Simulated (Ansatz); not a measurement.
# KMgF3 (model cell, started as cubic perovskite with Mg in the octahedra): phonons and vibrational spectra, part 2 of 2

Aim: the phonons of KMgF3 (model cell, started as cubic perovskite with Mg in the octahedra) at a cell relaxed beforehand at this level. After the zone centre comes a 4×4×4 q mesh on a 8×8×8 k mesh.

Ansatz 0.2.0; DFT PBEsol, scalar-relativistic, plane waves, PAW; PAW set soft_1.

So far. Step 2 (Modes at Γ): Before it was imposed, the acoustic sum rule was missed by 0.0011 eV/Å² and the charge sum rule by 1.9e-5 e. Small misses are needed for a sound result but don't prove that mesh and cutoff are converged. The lowest optical mode is real, 142 cm⁻¹.

## Step 3: Response at finite wavevector

Stability and thermal properties need the whole zone. Linear response on a 4×4×4 q mesh gives force constants as far as a supercell of that size would, and the tensors from the zone-centre run are typed in so that the long-range dipole term is interpolated apart.

Input file input.yaml:

```yaml
crystal:
  lattice:
    - [3.9922685155, 0.0, 0.0]
    - [0.0, 3.9922685155, 0.0]
    - [0.0, 0.0, 3.9922685155]
  atoms:
    - { symbol: K, position: [0.0, 0.0, 0.0] }
    - { symbol: Mg, position: [0.5, 0.5, 0.5] }
    - { symbol: F, position: [0.5, 0.5, 0.0] }
    - { symbol: F, position: [0.5, 0.0, 0.5] }
    - { symbol: F, position: [0.0, 0.5, 0.5] }
kpoints:
  mp_grid: { grid: [8, 8, 8] }
hamiltonian:
  xc: pbesol
  pseudopotentials: { kind: paw, azcp: { folder: soft_1 }, xc_functional: pbe }
scf:
  occupations: { method: fixed }
output:
  eigenvalues: true
phonons:
  method: dfpt
  qmesh: [4, 4, 4]
  temperatures: { t_max: 1000, t_step: 50 }
  qpath:
    path:
      - [[0.0, 0.0, 0.0], [0.0, 0.5, 0.0], [0.5, 0.5, 0.0], [0.0, 0.0, 0.0], [0.5, 0.5, 0.5], [0.0, 0.5, 0.0]]
      - [[0.5, 0.5, 0.5], [0.5, 0.5, 0.0]]
    npoints: 10
  non_analytic_term:
    high_frequency_dielectric_tensor: [[2.1181, 0.0, 0.0], [0.0, 2.1181, 0.0], [0.0, 0.0, 2.1181]]
    born_effective_charges:
      - { species: K, tensor: [[1.1898, 0.0, 0.0], [0.0, 1.1898, 0.0], [0.0, 0.0, 1.1898]] }
      - { species: Mg, tensor: [[2.0024, 0.0, 0.0], [0.0, 2.0024, 0.0], [0.0, 0.0, 2.0024]] }
      - { species: F, tensor: [[-0.9579, 0.0, 0.0], [0.0, -0.9579, 0.0], [0.0, 0.0, -1.2764]] }
      - { species: F, tensor: [[-0.9579, 0.0, 0.0], [0.0, -1.2764, 0.0], [0.0, 0.0, -0.9579]] }
      - { species: F, tensor: [[-1.2764, 0.0, 0.0], [0.0, -0.9579, 0.0], [0.0, 0.0, -0.9579]] }
    source: "zone-centre run at this cell"
```

Launch:

```
> ansatz run input.yaml --threads 4 --pin off --max-ram 16384MiB --backend cpu --events-out ev --progress --plain --runs-dir out
```

Numbers of over 12 decimals in the logs are rounded to 6 here.

The program printed:

```text
[...]
Crystal: 5 atoms, lattice volume = 63.630 Å³
Basis set: ecut = 420 eV, 1237 PW (Γ), exchange–correlation on 54×54×54 points (8 copies of the dense FFT grid, shifted against one another)
Bands: 25, of which v1, the nominal top of the filled ones, is band 20 counted from 1 (19 counted from 0)
Symmetry: 48 space group operations
k-points: 35 of 512
[...]
SCF iter   1: F=—  HF=-5841.200800 eV  |F-HF|=—  |Δ(HF+E_count)|=         —  Δρ=1.50e-1  dr2=1.13e1  ethr=3.10e-3  ⟨swp⟩=4.2  Hψ=3848  notcnv=0  defer=46
[...]
SCF iter  11: F=-5837.500400 eV  HF=-5837.500400 eV  |F-HF|=2.73e-12  |Δ(HF+E_count)|=  3.64e-12  Δρ=2.82e-8  dr2=2.12e-13  ethr=1.00e-12  ⟨swp⟩=11.6  Hψ=5366  notcnv=0
SCF 1 converged in 11 iterations: F = -5837.500400 eV  dr2 = 2.12e-13
[...]
NSCF: frozen V_eff on 35 k-points
[...]
DFPT response loops at q = (0, 0, 0) (fractional): preconditioner auto → none (the input reference at scf.mixing.eps_inf says where Resta's filter doesn't serve); β = 0.50; Broyden in place of MSR1
[...]
SCF converged after 11 iterations
Free energy (F): -5837.500400 eV
[...]
Internal energy: -5837.500400 eV  (E = F + TS)
E sigma→0 (E₀):  -5837.500400 eV
Fermi energy:    2.670953 eV
[...]
--- Band table (eV; the first three rows and the last of 35) ---
  k-point 0: bands = [... 16 lower, 2.0418, 2.3479, 2.3479, 2.3479, 9.7816, 12.6216, 12.6216, 14.7788, ... 1 higher]
  k-point 1: bands = [... 16 lower, 2.0085, 2.1938, 2.3165, 2.3165, 10.0613, 12.7648, 12.7889, 14.8528, ... 1 higher]
  k-point 2: bands = [... 16 lower, 1.9258, 1.9258, 2.2420, 2.2420, 10.8028, 13.1231, 13.1746, 15.0491, ... 1 higher]
  k-point 34: bands = [... 16 lower, 1.5580, 2.6710, 2.6710, 2.6710, 12.9744, 12.9744, 12.9744, 16.4502, ... 1 higher]
--- Phonons (Γ-DFPT): 4 representative perturbations + reference (Σ response iterations 12) ---
  ASR residual: 1.259e-3 → 0.000e0 eV/Å²; symmetrization residual: 3.525e-6 eV/Å²
  ASR residual per site (eV/Å²): 1.55e-5 1.26e-3 2.17e-4 2.17e-4 2.17e-4
[...]
--- Phonons (arbitrary-q DFPT): 10 irreducible q on the 4×4×4 mesh ---
  q = [0.0000, 0.0000, 0.0000] (star 1, of the zone-centre solve; hermiticity 6.62e-7, symmetrization 1.22e-12): -0.00 0.00 0.00 142.08 142.08 142.08 180.36 180.36 180.36 281.02 281.02 281.02 461.30 461.30 461.30
  q = [0.0000, 0.0000, 0.2500] (star 6, 9 solved perturbations in 1560 linear systems a pass and spin channel, the states on 200 of 512 k-point pairs; hermiticity 3.66e-7, symmetrization 3.05e-13): 73.54 73.54 119.39 139.06 139.06 185.48 187.44 187.44 207.83 272.36 272.36 360.53 460.29 460.29 523.73
[...]
q = [0.0000, 0.2500, -0.5000] (star 12, 15 solved perturbations on 200 of 512 k-point pairs; hermiticity 3.15e-7, symmetrization 7.14e-12): 115.83 119.45 132.80 140.83 154.85 169.93 200.02 201.65 247.41 264.18 319.54 388.17 430.14 458.29 487.77
[...]
sum rule: each row above includes the acoustic sum rule's correction from the zone centre's row sums; it moved no ω² by more than (3.75 cm⁻¹)²
  mesh force constants: q→R imaginary residual 1.03e-18; ASR residual 1.259e-3 → 0.000e0 eV/Å²; symmetrization residual 7.105e-15 eV/Å²
  interpolated dispersion: 63 rows × 15 modes
  density of states and harmonic sums: on the 16×16×16 q-mesh, interpolated from the force constants of a 4×4×4 supercell (with the dipole–dipole term of supplied tensors)
  largest difference from the sums on the solved wave vectors: F 1.10e-2 eV, S 1.50e-5 and C_V 3.95e-6 eV/K
  zero-point energy: 0.235363 eV/cell   skipped modes (ω ≤ 0): 3   left out of the sums: 4.88e-5 of the cell's modes: C_V's classical limit lies that fraction below 3 k_B per atom; for a crystal, a wire or a layer, F and S can be off by more, and a phonons.interpolated_qmesh denser along its periods is the remedy for the sampling
```

Elapsed: 8.5 min, on 4 threads of Arm Neoverse V2, shared host; peak memory 2 GiB; 34 min of CPU time.

This step gave:

```yaml
sum_rule_residual_before_enforcement: 0.001259 eV/Å²
lowest_frequency_on_the_path: 0 cm⁻¹
highest_frequency_on_the_path_or_at_a_solved_wavevector: 552 cm⁻¹
mean_frequency: 253.1 cm⁻¹
debye_temperature_second_moment: 528 K
logarithmic_mean_frequency: 221 cm⁻¹
lowest_mode_on_the_q_mesh_acoustic_modes_at_gamma_apart: 73.54 cm⁻¹
zero_point_energy_per_atom: 47.07 meV
heat_capacity_at_300_k: 21.66 J/(mol atoms K)
vibrational_entropy_at_300_k: 25.27 J/(mol atoms K)
```

Frequencies (cm⁻¹) solved at each irreducible wavevector; negative means imaginary. Frequencies by wavevector, by row:

```csv
q in reciprocal lattice units,star,mode 1,mode 2,mode 3,mode 4,mode 13,mode 14,mode 15
0 0 0,1,0,0,0,142.1,461.3,461.3,461.3
0 0 0.25,6,73.5,73.5,119.4,139.1,460.3,460.3,523.7
0 0 -0.5,3,116.4,116.4,124.5,124.5,450.7,459.3,459.3
0 0.25 0.25,12,96.5,99.8,138.1,144.9,425.1,459.3,524.4
0 0.25 -0.5,12,115.8,119.5,132.8,140.8,430.1,458.3,487.8
0 -0.5 -0.5,3,85.8,115.2,129.6,129.6,408.5,457.3,470.2
0.25 0.25 0.25,8,107.7,107.7,133.8,141.3,424.3,424.3,529
0.25 0.25 -0.5,12,120.6,121.1,129.7,133.2,415,423.4,508.3
0.25 -0.5 -0.5,6,84,126.3,128.7,128.7,398.9,402.7,500
-0.5 -0.5 -0.5,1,82,82,82,136.4,388.5,388.5,494.7
```

Interpolated from a 4×4×4 q mesh, with the LO-TO term (at Γ the limit along the path; where Γ stands inside the path, tables give the limit on arrival). Phonon branches along the path, in cm⁻¹:

```csv
point,branch 1,branch 2,branch 3,branch 4,branch 12,branch 13,branch 14,branch 15
Γ,0,0,0,142,339,461,461,552
halfway,74,74,119,139,360,460,460,524
X,116,116,124,124,438,451,459,459
halfway,116,120,133,141,388,430,458,488
M,86,115,130,130,408,408,457,470
halfway,96,100,138,145,358,425,459,524
Γ,0,0,0,142,339,461,461,552
halfway,108,108,134,141,353,424,424,529
R,82,82,82,136,388,388,388,495
halfway,121,121,130,133,378,415,423,508
X,116,116,124,124,438,451,459,459
jump to R,82,82,82,136,388,388,388,495
halfway,84,126,129,129,399,399,403,500
M,86,115,130,130,408,408,457,470
```

The phonon density of states has structure finer than the step of the table below, so its rows give means over 20 cm⁻¹, whole bins alone (the curve runs from 2.5 to 552 cm⁻¹). Peaks (cm⁻¹: height): 117.5: 0.100, 132.5: 0.166, 187.5: 0.0480, 342.5: 0.0397, 457.5: 0.0633, 507.5: 0.0312.

Tetrahedra on a 16×16×16 mesh, mean over bins of 5 cm-1. Interpolated from a 4×4×4 q mesh. Table of phonon density of states by wavenumber; means over each step:

```csv
wavenumber (cm⁻¹),phonon density of states (1/cm⁻¹/cell)
20,3.0e-4
40,0.00147
60,0.00383
80,0.0116
100,0.0396
120,0.0758
140,0.108
160,0.0420
180,0.0380
200,0.0394
220,0.0302
240,0.0304
260,0.0408
280,0.0361
300,0.0173
320,0.0160
340,0.0225
360,0.0121
380,0.0259
400,0.0249
420,0.0282
440,0.0290
460,0.0268
480,0.00507
500,0.0230
520,0.0155
540,0.00601
```

The partial phonon density of states has structure finer than the step of the table below, so its rows give means over 20 cm⁻¹, whole bins alone (the curve runs from -10 to 576 cm⁻¹). Peaks (cm⁻¹: height): F 108.0: 0.0288, 141.2: 0.0517, 163.4: 0.0357, 185.5: 0.0404, 266.6: 0.0341, 340.4: 0.0247, 454.7: 0.0298; K 115.4: 0.0577, 133.8: 0.0944; Mg 137.5: 0.00655, 270.3: 0.0126, 406.8: 0.0216, 454.7: 0.0151, 506.4: 0.00664.

Phonopy on the run's constants, 15x15x15 mesh, Gaussian sigma 4.2 cm-1. Interpolated from a 4×4×4 q mesh. The partial phonon density of states by wavenumber; means over each step; values in 1/cm⁻¹/cell:

```csv
wavenumber (cm⁻¹),F,K,Mg
0,2.1e-5,1.3e-5,9.6e-6
20,1.7e-4,1.2e-4,7.3e-5
40,7.2e-4,5.8e-4,3.0e-4
60,0.00162,0.00155,6.5e-4
80,0.00677,0.00423,0.00126
100,0.0211,0.0164,0.00220
120,0.0211,0.0529,0.00218
140,0.0422,0.0587,0.00528
160,0.0317,0.00814,0.00205
180,0.0335,0.00260,0.00299
200,0.0341,0.00116,0.00313
220,0.0267,4.0e-4,0.00324
240,0.0256,4.2e-5,0.00460
260,0.0311,9.1e-5,0.00987
280,0.0246,3.2e-4,0.0111
300,0.00952,4.3e-4,0.00771
320,0.00903,4.2e-4,0.00620
340,0.0180,3.3e-4,0.00402
360,0.00893,1.5e-4,0.00379
380,0.0144,2.2e-4,0.0104
400,0.00857,3.4e-4,0.0168
420,0.0114,2.7e-4,0.0164
440,0.0164,6.8e-5,0.0123
460,0.0179,9.8e-6,0.00899
480,0.00433,4.3e-5,0.00131
500,0.0165,1.6e-4,0.00518
520,0.0103,1.7e-4,0.00512
540,0.00351,8.6e-5,0.00262
560,2.1e-4,5.8e-6,1.8e-4
```

Harmonic thermodynamic functions per atom, from the density of states. Interpolated from a 4×4×4 q mesh. Thermodynamic functions, by row:

```csv
T (K),F_vib (meV/atom),S (J/mol-atom/K),C_V (J/mol-atom/K)
0,47.07,0,0
50,46.9,1.448,4.034
100,44.88,6.583,11.17
200,32.46,17.04,18.7
300,10.35,25.27,21.66
400,-19.3,31.7,22.96
500,-54.95,36.91,23.63
600,-95.52,41.25,24.02
700,-140.2,44.98,24.25
800,-188.6,48.23,24.41
900,-240.1,51.11,24.52
1000,-294.4,53.7,24.6
```

Harmonic mean-square displacement, third of the trace. Interpolated from a 4×4×4 q mesh. Mean square displacements, by row:

```csv
T (K),K1 U_eq (Å²),Mg2 U_eq (Å²),F3 U_eq (Å²),F4 U_eq (Å²),F5 U_eq (Å²)
0,0.00346,0.00242,0.00429,0.00429,0.00429
100,0.00512,0.00293,0.00549,0.00549,0.00549
300,0.01278,0.00562,0.01192,0.01192,0.01192
600,0.02505,0.01045,0.02282,0.02282,0.02282
```

Symmetry leaves 10 wavevectors to solve. The lowest mode among them, the acoustic zeros apart, lies at q = (0, 0, 0.25) and is real, 73.5 cm⁻¹.

## Step 4: Summary of results

- space group (within 0.01 Å): Pm-3m
- volume per atom: 12.7 Å³
- gap on the k-mesh: 7.11 eV
- highest optical mode at the zone centre (no LO-TO term): 461 cm⁻¹
- top of the zone-centre spectrum with the field: 552 cm⁻¹
- lowest optical zone-centre mode: 142 cm⁻¹
- mean high-frequency dielectric constant: 2.12
- mean static dielectric constant: 7.08
- largest Born charge (third of the trace): 2.00 e
- lowest mode on the q mesh (acoustic modes at Γ apart): 73.5 cm⁻¹
- highest frequency on the path or at a solved wavevector: 552 cm⁻¹
- zero-point energy per atom: 47.1 meV
- heat capacity at 300 K: 21.7 J/(mol atoms K)
- vibrational entropy at 300 K: 25.3 J/(mol atoms K)
- Debye temperature (second moment): 528 K
- imaginary modes on the 4×4×4 q mesh: none

**Reading.** The structure is a minimum as far as tested: no mode is imaginary at the 10 irreducible wavevectors of the 4×4×4 mesh, and the softest away from the acoustic zeros lies at 74 cm⁻¹. Without the field, the optical modes at Γ span 142 to 461 cm⁻¹. The highest mode in this list at Γ, 461.3 cm⁻¹, has its largest share on F (69 % of the kinetic energy). With the macroscopic field of the longitudinal modes the top of the zone-centre spectrum lies at 552 cm⁻¹, against 461 cm⁻¹ without it. Lattice motion raises the mean dielectric constant from 2.118 to 7.082. The strongest infrared line is at 461 cm⁻¹. The PAW files were made for PBE and serve the other functionals too. The starting cell was built on a prototype and not taken from a measurement, so the phase need not exist. These are harmonic frequencies at zero temperature: anharmonic shifts, linewidths and thermal expansion are left out.

[Logs are printed without paths, hosts, clocks, repeated set-up lines and the standing remarks that a program may print on its own settings, such as how far it seeks lower states.]

[Hosts, paths, dates, database ids (printed as entryN), source tags and the programs' standing remarks are cut or masked in the printed files.]
